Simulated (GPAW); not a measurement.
**Quasiparticle gap of SrGaSnH (P3m1) in GPAW**

How does a plane-wave GW calculation on SrGaSnH (P3m1) run from the first input to the gap?

Calculated with GPAW 26.7.0; LDA and many-body steps on it, plane waves.

## (1) Starting point

It takes space group P3m1 (No. 156, trigonal). The conventional cell has a = 4.483 Å, b = 4.483 Å, c = 5.191 Å, α = 90.00°, β = 90.00°, γ = 120.00°. Sr has 3 H at 2.61 Å nearest. Ga has 1 H at 1.74 Å and 3 Sn at 2.70 Å nearest. Nearest to Sn lie 3 Ga at 2.70 Å. Nearest to H lie 1 Ga at 1.74 Å and 3 Sr at 2.61 Å. Farther neighbours are not listed.

The cell and positions come from the Crystallography Open Database and are kept as given unless a step says otherwise.

## (2) Ground state

This step: GPAW 26.7.0; DFT, LDA, plane waves, PAW.

The ground-state density comes first.

run.py reads:

```python
import json
import numpy as np
from gpaw.mpi import world
from ase import Atoms
from gpaw import GPAW, PW, FermiDirac

atoms = Atoms(['Sr', 'Ga', 'Sn', 'H'],
    cell=[[4.4829000000, 0.0000000000, 0.0000000000],
      [-2.2414500000, 3.8823052826, 0.0000000000],
      [0.0000000000, 0.0000000000, 5.1912000000]],
    scaled_positions=[[0.0000000000, 0.0000000000, 0.0000000000],
      [0.6666666667, 0.3333333333, 0.6006000000],
      [0.3333333333, 0.6666666667, 0.4521000000],
      [0.6666666667, 0.3333333333, 0.9366000000]],
    pbc=(True, True, True))
calc = GPAW(mode=PW(600),
    xc='LDA',
    kpts={'size': (6, 6, 6), 'gamma': True},
    occupations=FermiDirac(0.001),
    nbands=-8,
    convergence={'density': 1e-6, 'bands': -3},
    maxiter=100,
    txt='gs.txt')
atoms.calc = calc
res = {'energy': atoms.get_potential_energy()}
kpts = calc.get_ibz_k_points()
res['kpts'] = kpts
res['eigenvalues'] = [calc.get_eigenvalues(kpt=k) for k in range(len(kpts))]
res['n_electrons'] = calc.get_number_of_electrons()
calc.write('gs.gpw')

if world.rank == 0:
    with open('result.json', 'w') as f:
        json.dump(res, f, default=lambda x: x.tolist())
```

The run is started by

```bash
$ mpirun -n 4 gpaw python run.py
```

Numbers of over 12 decimals in the logs are rounded to 6 here.

What it wrote:

```text
__  _  _
 | _ |_)|_||  |
 |__||  | ||/\| - 26.7.0

Input parameters:
  mode=PW(ecut=600.0),
  convergence={'density': 1e-06, 'bands': -3},
  kpts=MonkhorstPack(size=(6, 6, 6), gamma=True),
  maxiter=100,
  nbands=-8,
  occupations=Occupations(name='fermi-dirac', width=0.001, fixmagmom=False),
  xc=XC(name='LDA')
  [... matrices ...]
Diagonalizing LCAO Hamiltonian
Converting LCAO to pw mode

             H

         Sn  Ga

       Sr

Atoms  # Å, Bohr magnetons
|   | symbol |         x |        y |        z |    initial magnetic moments |
| 0 |     Sr |  0.000000 | 0.000000 | 0.000000 | ( 0.0000,  0.0000,  0.0000) |
| 1 |     Ga |  2.241450 | 1.294102 | 3.117835 | ( 0.0000,  0.0000,  0.0000) |
| 2 |     Sn | -0.000000 | 2.588204 | 2.346942 | ( 0.0000,  0.0000,  0.0000) |
| 3 |      H |  2.241450 | 1.294102 | 4.862078 | ( 0.0000,  0.0000,  0.0000) |

Unit cell  # Å
| periodic |         x |        y |        z |  lengths |     angles |
|      yes |  4.482900 | 0.000000 | 0.000000 | 4.482900 |  90.000000 |
|      yes | -2.241450 | 3.882305 | 0.000000 | 4.482900 |  90.000000 |
|      yes |  0.000000 | 0.000000 | 5.191200 | 5.191200 | 120.000000 |

Number of symmetries: 6
Symmetry operations  # r_c * U_cc + t_c -> r_c
|   | kind |            matrix            |
| 0 |  σ   |  1, 1, 0,  0,-1, 0,  0, 0, 1 |
| 1 |  E   |  1, 0, 0,  0, 1, 0,  0, 0, 1 |
| 2 |  C3  |  0, 1, 0, -1,-1, 0,  0, 0, 1 |
| 3 |  σ   |  0,-1, 0, -1, 0, 0,  0, 0, 1 |
| 4 |  σ   | -1, 0, 0,  1, 1, 0,  0, 0, 1 |
| 5 |  C3  | -1,-1, 0,  1, 0, 0,  0, 0, 1 |

BZ-sampling:
  Number of BZ points: 216
  Number of IBZ points: 34

  Monkhorst-Pack size: [6, 6, 6]
  Monkhorst-Pack shift: [0.083333, 0.083333, 0.083333]

K-points  # in reciprocal-cell coordinates
|     |                                coordinates |     weight |
|   0 | (  0.00000000,   0.00000000,   0.00000000) | 0.00462963 |
|   1 | (  0.00000000,   0.00000000,   0.16666667) | 0.00925926 |
|   2 | (  0.00000000,   0.00000000,   0.33333333) | 0.00925926 |
|   3 | (  0.00000000,   0.00000000,   0.50000000) | 0.00462963 |
|   4 | (  0.16666667,   0.00000000,  -0.33333333) | 0.02777778 |
|   5 | (  0.16666667,   0.00000000,  -0.16666667) | 0.02777778 |
|   6 | (  0.16666667,   0.00000000,   0.00000000) | 0.02777778 |
|   7 | (  0.16666667,   0.00000000,   0.16666667) | 0.02777778 |
|   8 | (  0.16666667,   0.00000000,   0.33333333) | 0.02777778 |
|   9 | (  0.16666667,   0.00000000,   0.50000000) | 0.02777778 |
| ... |                                            |            |
|  33 | (  0.50000000,   0.50000000,   0.50000000) | 0.01388889 |

Plane wave coefficients: 3033
Cutoff: 600.0 eV

Spin-components: 1 (collinear spins)
Bands:           22
Projectors:      19
Spin-degeneracy: 2
Datatype:        complex128

  Storage: CPU
  Wave functions: 36_083_520 bytes (9_020_880 per core)
  Projectors: 52_485_120 bytes (13_121_280 per core)
  [... matrices ...]
Parallelization:
  kpt:    4
  domain: 1
  band:   1

Density:
  Valence electrons: 28.0
  Components: 1
  Grid points: [27 27 30]
  Charge: 0.0  # |e|

Potential:
  Grid points: [27 27 30]

species:
  Sr:
    name:    Strontium
    Z:       38.0
    valence: 10
    core:    28
    charge:  0.0  # [|e|]
    compensation charges:
      type: gauss
      rc: 0.40  # [Å]
      lmax: 2
    cutoffs:
      filter: 2.39  # [Å]
      core: 1.85  # [Å]
    projectors
    | kind |    occ | energy [eV] | rcut [Å] |
    |   4s |  2.000 |     -40.901 |    1.291 |
    |   5s |  2.000 |      -3.641 |    1.291 |
    |   4p |  6.000 |     -22.864 |    1.291 |
    |    p |        |       4.348 |    1.291 |
    |    d |        |       0.000 |    1.254 |

    Using partial waves for Sr as LCAO basis

  Ga:
    name:    Gallium
    Z:       31.0
    valence: 3
    core:    28
    charge:  0.0  # [|e|]
    compensation charges:
      type: gauss
      rc: 0.37  # [Å]
      lmax: 2
    cutoffs:
      filter: 2.06  # [Å]
      core: 4.17  # [Å]
    projectors
    | kind |    occ | energy [eV] | rcut [Å] |
    |   4s |  2.000 |      -9.167 |    1.164 |
    |   4p |  1.000 |      -2.734 |    1.164 |
    |    s |        |      18.045 |    1.164 |
    |    p |        |      24.478 |    1.164 |
    |    d |        |       0.000 |    1.164 |

    Using partial waves for Ga as LCAO basis

  Sn:
    name:    Tin
    Z:       50.0
    valence: 14
    core:    36
    charge:  0.0  # [|e|]
    compensation charges:
      type: gauss
      rc: 0.38  # [Å]
      lmax: 2
    cutoffs:
      filter: 2.23  # [Å]
      core: 2.35  # [Å]
    projectors
    | kind |    occ | energy [eV] | rcut [Å] |
    |   5s |  2.000 |     -10.799 |    1.201 |
    |   5p |  2.000 |      -3.869 |    1.270 |
    |   4d | 10.000 |     -25.910 |    1.185 |
    |    s |        |      16.413 |    1.201 |
    |    p |        |      23.342 |    1.270 |
    |    d |        |       1.302 |    1.185 |

    Using partial waves for Sn as LCAO basis

  H:
    name:    Hydrogen
    Z:       1.0
    valence: 1
    core:    0
    charge:  0.0  # [|e|]
    compensation charges:
      type: gauss
      rc: 0.15  # [Å]
      lmax: 2
    cutoffs:
      filter: 0.85  # [Å]
      core: 0.53  # [Å]
    projectors
    | kind |    occ | energy [eV] | rcut [Å] |
    |   1s |  1.000 |      -6.353 |    0.476 |
    |    s |        |      20.858 |    0.476 |
    |    p |        |       0.000 |    0.476 |

    Using partial waves for H as LCAO basis

Reference energy: -307082.506936  # eV

eigensolver:
  PPCG
  Converge bands: -3
  niter=2

density mixing:
  MSR1-Mixer
  Pratt-step length: 0.05
  Maximum mixing coefficient: 0.75
  Old densities: 10
  SVD Regularization: 0.005
  Good broyden scale: 1.0
  Trust region scale: 1.0
  Backstep threshold: 4.0
  History deletion threshold: 6.0
  Fourier metric: weight=20.0, sigma=0.015

occupation numbers:
  Fermi-Dirac:
    width: 0.0010  # eV

poisson solver:
  ecut: 4800.0  # eV

xc functional:
  name: None

Initialization done in: 1.365 s

convergence criteria:
- Maximum integral of absolute [dens]ity change: 1e-06 electrons / valence electron
- Maximum [total energy] change in last 3 cyles: 0.0005 eV / valence electron
- Maximum integral of absolute [eigenst]ate change: 4e-08 eV^2 / valence electron
maximum number of iterations: 100

SCF iterations
|iter     |     time |      energy | eigst |  dens |
|iter:   1|  |  -16.129369 | +1.18 |       |
|iter:   2|  |  -16.089987 | +0.22 | -1.22 |
|iter:   3|  |  -15.782626 | -0.55 | -1.25 |
|iter:   4|  |  -15.751754 | -1.42 | -1.73 |
|iter:   5|  |  -15.751162 | -2.07 | -2.27 |
|iter:   6|  |  -15.751204c| -3.41 | -2.60 |
|iter:   7|  |  -15.751204c| -4.16 | -3.54 |
|iter:   8|  |  -15.751204c| -5.64 | -4.03 |
|iter:   9|  |  -15.751204c| -6.59 | -4.53 |
|iter:  10|  |  -15.751204c| -7.48c| -5.08 |
|iter:  11|  |  -15.751204c| -8.17c| -5.98 |
|iter:  12|  |  -15.751204c| -8.54c| -6.36c|

Converged in 12 steps
SCF loop duration: 8.012 s (0.668 s/step)
Energy contributions relative to reference atoms: (reference = -307082.506936)
  [... matrices ...]
Energy contributions:
  Kinetic:          14.337348
  Coulomb:         -10.930611
  Zero:             -0.170942
  External:          0.000000
  Xc:              -18.986999
  Entropy:          -0.000000
  Spinorbit:         0.000000
  ----------------------------
  Free energy:     -15.751204
  Extrapolated:    -15.751204

dipole moment: (-9.351203, -14.877836, -19.179206)  # |e|*Ang

Fermi level: 5.476
Eigenvalues  # (at kpt = [0.000, 0.000, 0.000])
| band index |      eig [eV] | occ [0-2] |
|          0 |       -30.404 |     2.000 |
|        ... |               |           |
|          6 |       -12.521 |     2.000 |
|          7 |       -12.398 |     2.000 |
|          8 |       -12.398 |     2.000 |
|          9 |        -4.424 |     2.000 |
|         10 |         0.477 |     2.000 |
|         11 |         3.399 |     2.000 |
|         12 |         4.779 |     2.000 |
|         13 |         4.779 |     2.000 |
|         14 |         6.016 |     0.000 |
|         15 |         8.289 |     0.000 |
|         16 |         8.289 |     0.000 |
|         17 |         8.605 |     0.000 |
|         18 |         9.012 |     0.000 |
|         19 |         9.012 |     0.000 |
|         20 |         9.433 |     0.000 |
|         21 |         9.436 |     0.000 |

Gap: 0.286 eV
Transition (v -> c):
  (s=0, k=3, n=13, [0.00, 0.00, 0.50]) -> (s=0, k=3, n=14, [0.00, 0.00, 0.50])
No difference between direct/indirect transitions
# Writing to gs.gpw (mode='')
  [... matrices ...]
```

Wall time 11 s (4 MPI ranks of Intel Xeon 6975P-C (Granite Rapids), shared host); peak memory 0.79 GiB; 43 s of CPU time.

This step gave:

```
total energy               : -15.75 eV
gap                        : 0.2856 eV
k of the valence top       : 0, 0, 0.5
k of the conduction bottom : 0, 0, 0.5
least direct gap           : 0.2856 eV
```

The gap is direct, at (0.000, 0.000, 0.500).

## (3) Empty states on the mesh, 3×3×2 mesh, 314 bands

The sums over transitions need many empty states on a uniform mesh; this step solves for them.

run.py reads:

```python
import json
import numpy as np
from gpaw.mpi import world
from gpaw import GPAW

calc = GPAW('gs.gpw').fixed_density(kpts={'size': (3, 3, 2), 'gamma': True},
    parallel={'domain': 1, 'band': 1},
    txt='nscf.txt')
calc.diagonalize_full_hamiltonian(nbands=314)
calc.write('full.gpw', mode='all')
res = {}
kpts = calc.get_ibz_k_points()
res['kpts'] = kpts
res['eigenvalues'] = [calc.get_eigenvalues(kpt=k) for k in range(len(kpts))]
res['n_electrons'] = calc.get_number_of_electrons()

if world.rank == 0:
    with open('result.json', 'w') as f:
        json.dump(res, f, default=lambda x: x.tolist())
```

The run is started by

```bash
$ mpirun -n 4 gpaw python run.py
```

What it wrote:

```text
Diagonalizing LCAO Hamiltonian
Converting LCAO to pw mode
convergence criteria:
- Maximum integral of absolute [eigenst]ate change: 4e-08 eV^2 / valence electron
maximum number of iterations: 100

SCF iterations
|iter     |     time |      energy | eigst |  dens |
|iter:   1|  |             | +1.20 |       |
|iter:   2|  |             | +0.44 |       |
|iter:   3|  |             | -0.11 |       |
[...]
|iter:  13|  |             | -6.76 |       |
|iter:  14|  |             | -7.16 |       |
|iter:  15|  |             | -7.56c|       |
SCF steps: 15
  __  _  _
 | _ |_)|_||  |
 |__||  | ||/\| - 26.7.0

Input parameters:
  mode=PW(ecut=600.0),
  convergence={'density': 1e-06, 'bands': -3},
  gpts=array([27, 27, 30]),
  kpts=MonkhorstPack(size=(3, 3, 2), gamma=True),
  maxiter=100,
  nbands=22,
  occupations=Occupations(name='fermi-dirac', width=0.001, fixmagmom=False),
  parallel={'domain': 1, 'band': 1},
  xc=XC(name='LDA')
Matrix size: 3015x3015
# Writing to full.gpw (mode='all')
  [... matrices ...]

timing:  # [seconds]
  Total: 33.003  # ━━━━━━━━━━━━━━━━━━━━━━━━━━━━━━━━━━━━━━━━━━━━━━━━━━━━━━━━━━
```

Wall time 38 s (4 MPI ranks); peak memory 3.1 GiB; 2.5 min of CPU time.

This step gave:

* gap: 0.2856 eV
* k of the valence top: 0, 0, 0.5
* k of the conduction bottom: 0, 0, 0.5
* least direct gap: 0.2856 eV
* k points computed: 6
* lowest point of the top converged band, above the valence top: 118.0331 eV

On this mesh the gap is 0.286 eV.

## (4) Screening and self-energy, 3×3×2 mesh, 141 bands, screening to 78 eV

G0W0 replaces the xc potential by the self-energy, built once from these orbitals. Only a window of levels is corrected, while the sums run over the empty bands that the input names.

This step: G0W0 on LDA, plane waves, PAW.

run.py reads:

```python
import json
import numpy as np
from gpaw.mpi import world
from gpaw.response.g0w0 import G0W0

gw = G0W0('full.gpw',
    filename='gw',
    kpts=[0, 1],
    bands=(12, 16),
    ecut=78,
    nbands=141,
    integrate_gamma='WS',
    ppa=True)
gw.calculate()
res = {mode: {k: v for k, v in r.items() if k != 'sigma_eskwn'}
       for mode, r in gw.all_results.items()}

if world.rank == 0:
    with open('result.json', 'w') as f:
        json.dump(res, f, default=lambda x: x.tolist())
```

The run is started by

```bash
$ mpirun -n 4 gpaw python run.py
```

What it wrote:

```text
Using integrator: PointIntegrator
FrequencyGridDescriptor(from 0.000+0.000j to 0.000+27.211j eV, 2 points)
Nonperiodic BCs:  [False False False]
Using integrator: PointIntegrator
FrequencyGridDescriptor(from 0.000+0.000j to 0.000+27.211j eV, 2 points)
Nonperiodic BCs:  [False False False]
  ___  _ _ _
 |   || | | |
 | | || | | |
 |__ ||_____|
 |___|

BZ k-points: Symmetries present (total): 6

  [... matrices ...]
18 k-points: 3 x 3 x 2 Monkhorst-Pack grid + [0.000000,0.000000,1/4]
6 k-points in the irreducible part of the Brillouin zone
       k-points in crystal coordinates                weights
   0:     0.00000000    0.00000000    0.00000000          1/18
   1:     0.00000000    0.00000000    0.50000000          1/18
   2:     0.33333333    0.00000000    0.00000000          6/18
   3:     0.33333333    0.00000000    0.50000000          6/18
   4:     0.33333333    0.33333333    0.00000000          2/18
   5:     0.33333333    0.33333333    0.50000000          2/18

Distributing spins, k-points and bands (1 x 2 x 4) over 4 processes
Number of blocks: 1

Quasi particle states:
k-points (IBZ indices): [0, 1]
Band range: (12, 16)
  [... matrices ...]
Computational parameters:
Plane wave cut-off: 78 eV
Number of bands: 141
Coulomb cutoff: None
Broadening: 0.1 eV

fxc modes: GW
Kernel: RPA
Using Godby-Needs plasmon-pole approximation:
  Fitting energy: i*E0, E0 = 1.000 Hartree
Summing all q:

Calculating screened Coulomb potential
No Coulomb truncation
FrequencyGridDescriptor(from 0.000+0.000j to 0.000+27.211j eV, 2 points)
Removing empty qpoint cache files...

Calculating chi0 body with:
    Ground state adapter containing:
    Number of spins: 1
    Number of kpoints: 18
    Number of irreducible kpoints: 6
    Number of completely occupied states: 14
    Number of partially occupied states: 14
    Occupied states memory: 4.671936 M / cpu

    Linear response parametrization:
    q_c: [0.0, 0.0, 0.0]
    Number of frequency points: 2
    Planewave cutoff: 78.0
    Number of bands: 141
    Number of planewaves: 145
    Broadening (eta): 1e-06
    comm.size: 4
    kncomm.size: 4
    blockcomm.size: 1

    Memory estimate of potentially large arrays:
        chi0_wGG: 0.641632 M / cpu
Integrating chi0 body.

Symmetries of q_c:
    Direct symmetries (Uq -> q): 6
    Indirect symmetries (TUq -> q): 6
In total 12 allowed symmetries.

  [... matrices ...]
6 groups of equivalent kpoints. 66.666667% reduction.

Integral kind: response function
Integrating chi0 head and wings.

Symmetries of q_c:
    Direct symmetries (Uq -> q): 6
    Indirect symmetries (TUq -> q): 6
In total 12 allowed symmetries.

  [... matrices ...]
6 groups of equivalent kpoints. 66.666667% reduction.

Integral kind: response function wings

Calculating chi0 body with:
    Ground state adapter containing:
    Number of spins: 1
    Number of kpoints: 18
    Number of irreducible kpoints: 6
    Number of completely occupied states: 14
    Number of partially occupied states: 14
    Occupied states memory: 4.671936 M / cpu

[... the further q-points ...]

Results:
f:      Occupation numbers
eps:     KS-eigenvalues [eV]
vxc:     KS vxc [eV]
exx:     Exact exchange [eV]
sigma:   Self-energies [eV]
dsigma:  Self-energy derivatives
Z:       Renormalization factors
qp:      QP-energies [eV]

k-point 0 (0): (0.000, 0.000, 0.000)                GW
band       f     eps     vxc     exx   sigma  dsigma       Z      qp
                                                                   GW
  12   1.000   4.779 -12.277 -12.995   0.741  -0.270   0.788   4.796
  13   1.000   4.779 -12.277 -12.995   0.741  -0.270   0.788   4.796
  14   0.000   6.016 -12.765  -8.456  -3.590  -0.270   0.787   6.582
  15   0.000   8.289 -12.157  -7.642  -4.059  -0.275   0.784   8.647

k-point 1 (1): (0.000, 0.000, 0.500)                GW
band       f     eps     vxc     exx   sigma  dsigma       Z      qp
                                                                   GW
  12   1.000   5.376 -12.985 -13.751   0.764  -0.267   0.789   5.374
  13   1.000   5.376 -12.985 -13.751   0.763  -0.267   0.789   5.374
  14   0.000   5.662 -14.704 -10.004  -3.561  -0.268   0.789   6.560
  15   0.000   6.742 -11.730  -7.365  -3.748  -0.262   0.793   7.232
```

It took 17 s on 4 MPI ranks; peak memory 1.5 GiB.

Numbers from this step:

```
G0W0 gap on the points computed              : 1.186 eV
least direct G0W0 gap on the computed points : 1.186 eV
Z at the valence top                         : 0.7892
Z at the conduction bottom                   : 0.7888
starting gap on the mesh                     : 0.2856 eV
k of the valence top                         : 0, 0, 0.5
k of the conduction bottom                   : 0, 0, 0.5
```

The gap on the mesh goes from 0.29 eV to 1.19 eV, a correction of +0.90 eV.

Limits: finite bands, cutoff and mesh; no spin-orbit coupling; coarse k mesh. v1 is the top filled band, c1 the lowest empty one. The levels before and after the correction (eV, zero at the valence-band top of each column):

|  | conduction bottom | valence top |
| --- | --- | --- |
| Kohn-Sham | 0.29 | 0.00 |
| G0W0 | 1.19 | 0.00 |

|  | level | energy (eV) |
| --- | --- | --- |
| Kohn-Sham | (0 0 0.5) v2-v1 | 0.000 |
| Kohn-Sham | (0 0 0.5) c1 | 0.286 |
| Kohn-Sham | (0 0 0.5) c2 | 1.366 |
| G0W0 | (0 0 0.5) v2-v1 | 0.000 |
| G0W0 | (0 0 0.5) c1 | 1.186 |
| G0W0 | (0 0 0.5) c2 | 1.857 |

## (5) Where the time went

Times are wall times on 4 MPI ranks of Intel Xeon 6975P-C (Granite Rapids), shared host, good to a factor of about two.

| step | time | share | memory (GiB) |
| --- | --- | --- | --- |
| ground state | 11 s | 17 % | 0.79 |
| empty states on the mesh | 38 s | 58 % | 3.1 |
| screening and self-energy | 17 s | 26 % | 1.5 |

## (6) What came out

| Property | Result |
| --- | --- |
| LDA gap | 0.29 eV, direct |
| G0W0 gap on the mesh | 1.19 eV |
| GW settings | 3×3×2 mesh, 141 bands, screening to 78 eV, Godby-Needs plasmon pole |
| known limits | not at the basis limit; no spin-orbit coupling; coarse k mesh |

G0W0 moves the gap on the mesh from 0.29 eV to 1.19 eV (+0.90 eV), with Z of 0.79 and 0.79 at the edges. Only 2 of the mesh's irreducible points were corrected, so a valley elsewhere could overtake. The dearest step here is «empty states on the mesh». Bands and cutoff are finite, so the gap is not at the basis limit. The miss can reach some tenths of an eV and take either sign; the mesh is an error of its own. These stock PAW sets were not made for GW; the filled d or f shell of Ga lies in the frozen core, which bears on start and correction. In the G0W0 run levels were corrected at 2 k points alone, so a gap called «on the mesh» is the least over those, and an edge elsewhere would be missed. The 3×3×2 mesh is coarse for this cell, which bears on the long-range parts of exchange and screening. The many-body steps are scalar-relativistic: spin-orbit coupling is not in them.

[Paths, hosts, dates, memory and timing lines, banners, echoed tables and standing remarks are left out of the program output.]

[Logs are printed without paths, hosts, clocks, repeated set-up lines and the standing remarks that a program may print on its own settings, such as how far it seeks lower states.]

[Runs of the session that timed out or met a known fault of the program may be left out.]

[Hosts, paths, dates, database ids (printed as entryN), source tags and the programs' standing remarks are cut or masked in the printed files.]
